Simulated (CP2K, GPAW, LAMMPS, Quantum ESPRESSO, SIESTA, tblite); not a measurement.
## SIESTA runs on amorphous SiO1.7 (154 atoms)

Aim: run amorphous SiO1.7 (154 atoms) in SIESTA and see how near its forces come to a plane-wave reference, and at what cost.

Calculated with SIESTA 5.4.2; the method is named at each step.

## (1) The structure

The cell holds 154 atoms: 57 Si and 97 O. Cell: a = 13.312 Å, b = 13.312 Å, c = 13.312 Å, α = 90.0°, β = 90.0°, γ = 90.0°. 154 atoms (57 Si, 97 O) placed at random at 2.22 g/cm³, melted at 5000 K for 10 ps at fixed volume with the Tersoff Si-O potential (Munetoh et al., Comput. Mater. Sci. 39, 334 (2007)). Quenched from 5000 K to 100 K at 300 K/ps and fixed volume, held 5 ps.

The yardstick, on the same geometry:

```
method                 : Kohn-Sham DFT, PBE, SSSP efficiency 1.3.0 pseudopotentials, plane waves (Quantum ESPRESSO 7.5); sssp-pbe-1.3.0-efficiency, cutoffs 60/480 Ry, Γ point
r.m.s. force component : 1.419 eV/Å
longest force          : 7.09 eV/Å
pressure               : 1.846 GPa
time                   : 43 min on 2 MPI ranks of Arm Neoverse V2, shared host
CPU time               : 87 min
```

## (2) PBE, DZP, shift 0.01 Ry, mesh 500 Ry

Method: Kohn-Sham DFT, PBE, PseudoDojo 0.4.1 norm-conserving pseudopotentials (converted to PSML), numerical atomic orbitals (DZP), diagonalisation.

The .psml files are PseudoDojo norm-conserving potentials that we converted to this format, checked against plane waves on the same files for H, C, O, Si, Ge and Ca alone.

Input file input.fdf:

```
SystemLabel cell
NumberOfAtoms 154
NumberOfSpecies 2
%block ChemicalSpeciesLabel
  1 14 Si
  2 8 O
%endblock ChemicalSpeciesLabel
LatticeConstant 1.0 Ang
%block LatticeVectors
  13.31250 0.00000 0.00000
  0.00000 13.31250 0.00000
  0.00000 0.00000 13.31250
%endblock LatticeVectors
PAO.BasisSize DZP
PAO.EnergyShift 0.01 Ry
XC.Functional GGA
XC.Authors PBE
MeshCutoff 500 Ry
%block kgrid_Monkhorst_Pack
  1 0 0 0.0
  0 1 0 0.0
  0 0 1 0.0
%endblock kgrid_Monkhorst_Pack
SolutionMethod diagon
OccupationFunction FD
ElectronicTemperature 580 K
SCF.Mixer.Method Pulay
SCF.Mixer.Weight 0.15
SCF.Mixer.History 8
SCF.Mix Hamiltonian
MaxSCFIterations 300
SCF.DM.Tolerance 1e-04
SCF.H.Tolerance 1.0e-3 eV
WriteForces T
Write.HirshfeldPop T
Write.VoronoiPop T
Write.DM F
Write.H F
XML.Write F
AtomicCoordinatesFormat Fractional
%block AtomicCoordinatesAndAtomicSpecies
  0.97636 0.42763 0.23991 1
  0.16672 0.78854 0.53092 1
  0.02154 0.22506 0.36472 1
  0.23792 0.34600 0.06933 1
  0.11042 0.94005 0.76624 1
  0.08147 0.19759 0.56714 1
  0.05607 0.43346 0.59837 1
  0.21831 0.67219 0.23445 1
  0.70460 0.69680 0.94735 1
  0.00292 0.57709 0.40704 1
  0.71972 0.66155 0.55154 1
  0.06527 0.83797 0.30450 1
  0.55451 0.24060 0.69405 1
  0.89318 0.23420 0.91167 1
  0.27707 0.06346 0.54448 1
  0.55701 0.12031 0.21695 1
  0.11622 0.06084 0.22113 1
  0.28300 0.36356 0.83354 1
  0.09488 0.17233 0.01715 1
  0.24440 0.87639 0.67684 1
  0.48865 0.84239 0.21979 1
  0.93676 0.75997 0.53385 1
  0.90391 0.02805 0.72279 1
  0.62074 0.01582 0.73823 1
  0.00321 0.64490 0.18722 1
  0.41287 0.35668 0.55067 1
  0.52629 0.49947 0.08536 1
  0.51296 0.39611 0.86501 1
  0.36661 0.82516 0.87686 1
  0.76796 0.04132 0.91904 1
  0.82086 0.64453 0.76467 1
  0.46862 0.47348 0.25117 1
  0.24058 0.31952 0.39783 1
  0.17349 0.51290 0.79814 1
  0.37431 0.68868 0.06881 1
  0.87709 0.11551 0.50689 1
  0.72658 0.29296 0.52951 1
  0.32305 0.64731 0.44123 1
  0.53239 0.54472 0.45810 1
  0.86069 0.37275 0.71934 1
  0.52919 0.81558 0.81754 1
  0.25058 0.02026 0.91756 1
  0.69994 0.94458 0.13967 1
  0.53872 0.78596 0.58345 1
  0.74023 0.87566 0.58483 1
  0.73254 0.48677 0.88785 1
  0.14950 0.16380 0.78616 1
  0.37607 0.88811 0.43404 1
  0.75480 0.43410 0.12222 1
  0.64044 0.32101 0.30356 1
  0.21983 0.48905 0.23995 1
  0.17893 0.56667 0.04218 1
  0.77173 0.71116 0.11972 1
  0.60410 0.64917 0.26891 1
  0.86082 0.95370 0.32740 1
  0.32767 0.18538 0.22128 1
[... 94 atom lines left out ...]
  0.55465 0.75916 0.28057 2
  0.05324 0.75136 0.59739 2
  0.40136 0.39773 0.81288 2
  0.14264 0.46797 0.68352 2
%endblock AtomicCoordinatesAndAtomicSpecies
```

Run with:

```bash
> OMP_NUM_THREADS=1 mpirun -np 4 siesta < input.fdf > output.txt
```

The program printed:

```text
Version         : 5.4.2
reinit: System Name:
reinit: System Label: cell
initatom: Reading input for the pseudopotentials and atomic orbitals ----------
Species number:   1 Atomic number:   14 Label: Si
Species number:   2 Atomic number:    8 Label: O
Ground state valence configuration (from tables):   3s02  3p02  3d00  4f00
Ground state valence configuration (from tables):   2s02  2p04  3d00  4f00
---- Processing specs for species: Si
GGA--PBE XC_GGA_X_PBE--XC_GGA_C_PBE pb
---- Processing specs for species: O
GGA--PBE XC_GGA_X_PBE--XC_GGA_C_PBE pb
Si pseudopotential only contains V_ls up to l=2 -- lmxkb reset.
O pseudopotential only contains V_ls up to l=2 -- lmxkb reset.
Using PAO.SplitTailNorm
%block ChemicalSpeciesLabel
    1   14 Si                      # Species index, atomic number, species label
    2    8 O                       # Species index, atomic number, species label
%endblock ChemicalSpeciesLabel
%block PAO.Basis                 # Define Basis set
Si                    2                    # Species label, number of l-shells
 n=3   0   2                         # n, l, Nzeta
   5.392      3.847
   1.000      1.000
 n=3   1   2 P   1                   # n, l, Nzeta, Polarization, NzetaPol
   6.844      4.952
   1.000      1.000
O                     2                    # Species label, number of l-shells
 n=2   0   2                         # n, l, Nzeta
   3.532      2.299
   1.000      1.000
 n=2   1   2 P   1                   # n, l, Nzeta, Polarization, NzetaPol
   4.300      2.782
   1.000      1.000
%endblock PAO.Basis
coor:   Atomic-coordinates input format  =     Fractional
siesta: System type = bulk
initatomlists: Number of atoms, orbitals, and projectors:    154  2002  2287
siesta: ******************** Simulation parameters ****************************
Total number of electrons:   810.000000
Total ionic charge:   810.000000
 Kpoints in:            1 . Kpoints trimmed:            1
siesta: k-grid: Number of k-points = 1
siesta: k-points from Monkhorst-Pack grid
siesta: k-cutoff (effective) =     6.656 Ang
siesta: k-point supercell and displacements
siesta: k-grid:     1     0     0      0.000
siesta: k-grid:     0     1     0      0.000
siesta: k-grid:     0     0     1      0.000
                     ====================================
                        Single-point calculation
                     ====================================
outcell: Unit cell vectors (Ang):
       13.312500    0.000000    0.000000
        0.000000   13.312500    0.000000
        0.000000    0.000000   13.312500
outcell: Cell vector modules (Ang)   :   13.312500   13.312500   13.312500
outcell: Cell angles (23,13,12) (deg):     90.0000     90.0000     90.0000
outcell: Cell volume (Ang**3)        :   2359.2766
Gamma-point calculation with multiply-connected orbital pairs
Gamma-point calculation with multiply-connected orbital pairs
Folding of H and S implicitly performed
Folding of H and S implicitly performed
new_DM -- step:     1
Initializing Density Matrix...
Attempting to read DM from file... Failed...
DM filled with atomic data:
InitMesh: MESH = 180 x 180 x 180 = 5832000
InitMesh: Mesh cutoff (required, used) =   500.000   505.275 Ry
stepf: Fermi-Dirac step function
        iscf     Eharris(eV)        E_KS(eV)     FreeEng(eV)     dDmax    Ef(eV) dHmax(eV)
   scf:    1   -49759.350845   -50117.113808   -50117.295756  1.638397 -2.960768 13.202528
   scf:    2   -50205.027388   -50186.176665   -50186.431886  0.774812 -2.797177  8.991154
   scf:    3   -50206.633293   -50212.093275   -50212.305878  0.758084 -2.894683  5.951788
   scf:    4   -50230.509478   -50229.395631   -50229.615664  0.453624 -2.817288  6.385341
   scf:    5   -50231.773539   -50234.644272   -50234.933300  0.475379 -2.836208  2.786389
   scf:    6   -50234.519112   -50235.894659   -50236.141624  0.201669 -2.841479  1.770935
[...]
scf:   23   -50236.919091   -50236.919053   -50237.200411  0.000234 -2.966119  0.001745
   scf:   24   -50236.919025   -50236.919039   -50237.200412  0.000144 -2.966171  0.001079
   scf:   25   -50236.919042   -50236.919040   -50237.200413  0.000099 -2.966202  0.000818
SCF Convergence by DM+H criterion
max |DM_out - DM_in|         :     0.0000985708
max |H_out - H_in|      (eV) :     0.0008177284
SCF cycle converged after 25 iterations
Using DM_out to compute the final energy and forces
siesta: E_KS(eV) =           -50236.9190
siesta: E_KS - E_eggbox =    -50236.9190
siesta: Atomic forces (eV/Ang):
     1    2.206756   -0.684788   -1.285324
     2    3.021275    1.747240   -0.946919
     3    1.310858    1.503292   -3.012271
     4    0.127427   -3.740206   -1.536272
     5    2.192867   -4.825172    0.391216
     6    2.583746    1.266841    1.555244
[...]
152   -0.621187   -0.680152    0.329340
   153    0.228776    0.491287   -0.285041
   154   -0.693584   -1.887286   -1.220802
----------------------------------------
   Tot   -0.000562    0.000751    0.004945
----------------------------------------
   Max    6.037836
   Res    1.454722    sqrt( Sum f_i^2 / 3N )
----------------------------------------
   Max    6.037836    constrained
Stress tensor Voigt[x,y,z,yz,xz,xy] (kbar):      -43.21      -67.34      -32.04       -6.95       20.23       -9.60
(Free)E + p*V (eV/cell)   -50167.2113
Target enthalpy (eV/cell)   -50237.2004
siesta: Program's energy decomposition (eV):
siesta: Ebs     =    -11396.743940
siesta: Eions   =     74655.362799
siesta: Ena     =     11814.270554
siesta: Ekin    =     32483.050795
siesta: Enl     =     -6313.303660
siesta: DEna    =       -23.646081
siesta: DUscf   =        55.839923
siesta: Ex      =    -12626.785642
siesta: Ec      =      -970.982131
siesta: Exc     =    -13597.767773
siesta: Eharris =    -50236.919042
siesta: Etot    =    -50236.919040
siesta: FreeEng =    -50237.200413
siesta: Final energy (eV):
siesta:  Band Struct. =  -11396.743940
siesta:       Kinetic =   32483.050795
siesta:       Hartree =   24343.215922
siesta:         Exch. =  -12626.785642
siesta:         Corr. =    -970.982131
siesta:   Exch.-corr. =  -13597.767773
siesta:  Ion-electron =  -77505.301145
siesta:       Ion-ion =  -15960.116839
siesta:         Total =  -50236.919040
siesta:         Fermi =      -2.966202
siesta: Stress tensor (static) (eV/Ang**3):
siesta:    -0.026970   -0.005992    0.012629
siesta:    -0.005992   -0.042032   -0.004339
siesta:     0.012629   -0.004339   -0.019995
siesta: Cell volume =       2359.276611 Ang**3
siesta: Pressure (static):
siesta:                Solid            Molecule  Units
siesta:           0.00032310          0.00036121  Ry/Bohr**3
siesta:           0.02966551          0.03316477  eV/Ang**3
siesta:          47.52937931         53.13581255  kBar
    Orbital volume contribution        =          60.911797 eV
    (Free)E + p_basis*V_orbitals       =      -50176.288615 eV
    (Free)Eharris+ p_basis*V_orbitals  =      -50176.288617 eV
Hirshfeld Atomic Populations:
Atom #   charge [q] valence [e]  Species
     1     0.411311    3.588689  Si
     2     0.288228    3.711772  Si
     3     0.413462    3.586538  Si
     4     0.425314    3.574686  Si
     5     0.205602    3.794398  Si
     6     0.391593    3.608407  Si
[...]
58    -0.114980    6.114980  O
    59    -0.195996    6.195996  O
    60    -0.218989    6.218989  O
    61    -0.216479    6.216479  O
    62    -0.103097    6.103097  O
    63    -0.220899    6.220899  O
[...]
--------------------
 Total    -0.000034
Voronoi Atomic Populations:
Atom #   charge [q] valence [e]  Species
[...]
55     0.494187    3.505813  Si
    56     0.538210    3.461790  Si
    57     0.493353    3.506647  Si
[...]
152    -0.096270    6.096270  O
   153    -0.262802    6.262802  O
   154    -0.302172    6.302172  O
--------------------
 Total    -0.000035
```

Run time: 4.1 min. Hardware: 4 MPI ranks of Arm Neoverse V2, shared host; peak memory 3.6 GiB.

Banners, paths, timers and routine set-up lines are dropped from the logs unmarked, and long logs keep their key lines alone; longer cuts are marked.

Against the reference:

| Property | Result |
| --- | --- |
| r.m.s. force component | 1.455 eV/Å |
| r.m.s. difference of force components | 169.1 meV/Å |
| longest difference of force vectors | 674.7 meV/Å |
| force difference over r.m.s. force | 11.92 % |
| slope of forces against the reference's | 1.018 |
| correlation of force components | 0.9934 |
| pressure | 4.753 GPa |
| pressure difference | 2.907 GPa |

Length of the force difference by element (eV/Å):

```csv
element,atoms,mean,most
O,97,0.25,0.49
Si,57,0.30,0.67
```

Local excerpt of 11 atoms (numbers count through the whole input) about O144, which bears the longest force; x, y, z are measured from there.

```csv
atom,x,y,z,distance (Å),bonds,Hirshfeld charge (e),Fx,Fy,Fz (eV/Å)
O144,0.00,0.00,0.00,0.00,2,-0.24,5.47,3.94,-2.34
Si48,1.40,0.85,-0.35,1.67,4,0.39,-1.23,-0.34,-0.30
Si2,-1.39,-0.48,0.94,1.75,5,0.29,3.02,1.75,-0.95
O105,-0.46,-1.82,0.78,2.04,2,-0.24,-1.08,-5.56,2.04
O131,-2.16,0.12,-0.47,2.21,2,-0.24,-2.35,-0.03,-0.76
Si38,0.69,-2.36,-0.25,2.47,3,0.35,-2.62,-0.80,0.81
O66,0.87,2.36,-0.03,2.52,2,-0.22,0.26,0.96,-1.53
O59,0.34,-1.89,-1.78,2.61,2,-0.20,1.59,0.39,0.30
O103,2.65,0.49,0.72,2.79,2,-0.21,-0.33,1.31,-0.38
O120,2.00,0.84,-1.93,2.90,2,-0.22,-0.41,0.31,0.24
Si20,-0.36,0.69,2.88,2.99,4,0.18,-2.79,-0.34,0.18
```

Forces lie 12 % from the reference's, at 0.19 times its CPU time (on 4 against 2 cores).

## (3) Results

- force difference from the reference: SIESTA PBE, DZP, shift 0.01 Ry, mesh 500 Ry, 12 %
- its CPU time: 16 min

What this shows: The PBE run in local orbitals differs by 12 % (SIESTA PBE, DZP, shift 0.01 Ry, mesh 500 Ry); basis, grid and potentials can all enter. One electronic-structure run takes under half the reference's CPU time: SIESTA PBE, DZP, shift 0.01 Ry, mesh 500 Ry, at 12 % in 16 min against 87 min; its pressure misses by +2.9 GPa. In pressure, SIESTA PBE, DZP, shift 0.01 Ry, mesh 500 Ry misses by +2.9 GPa, at the same functional. The reference's pressure holds the uncorrected Pulay stress of its 60 Ry basis, so small pressure differences, and their order, may be the reference's own error. The quench rate of 300 K/ps is many orders above laboratory rates, so the cell is likely richer in defects and strain than a real sample. The network of bonds at the start is that of the classical potential that made the cell, and needn't be the one that DFT or experiment would give. The reference's stress is far from hydrostatic: its diagonal is 1.2, 4.1, 0.2 GPa, compression counted positive. The electronic-structure runs sample only Γ, in a cell whose shortest periodic width is 13 Å, which is coarse for a cell with partly filled levels.

[Also dropped from logs without a mark: logging warnings of Python, and SIESTA's first energy breakdown and zero terms.]

[Logs are printed without paths, hosts, clocks, repeated set-up lines and the standing remarks that a program may print on its own settings, such as how far it seeks lower states.]

[Hosts, paths, dates, database ids (printed as entryN), source tags and the programs' standing remarks are cut or masked in the printed files.]
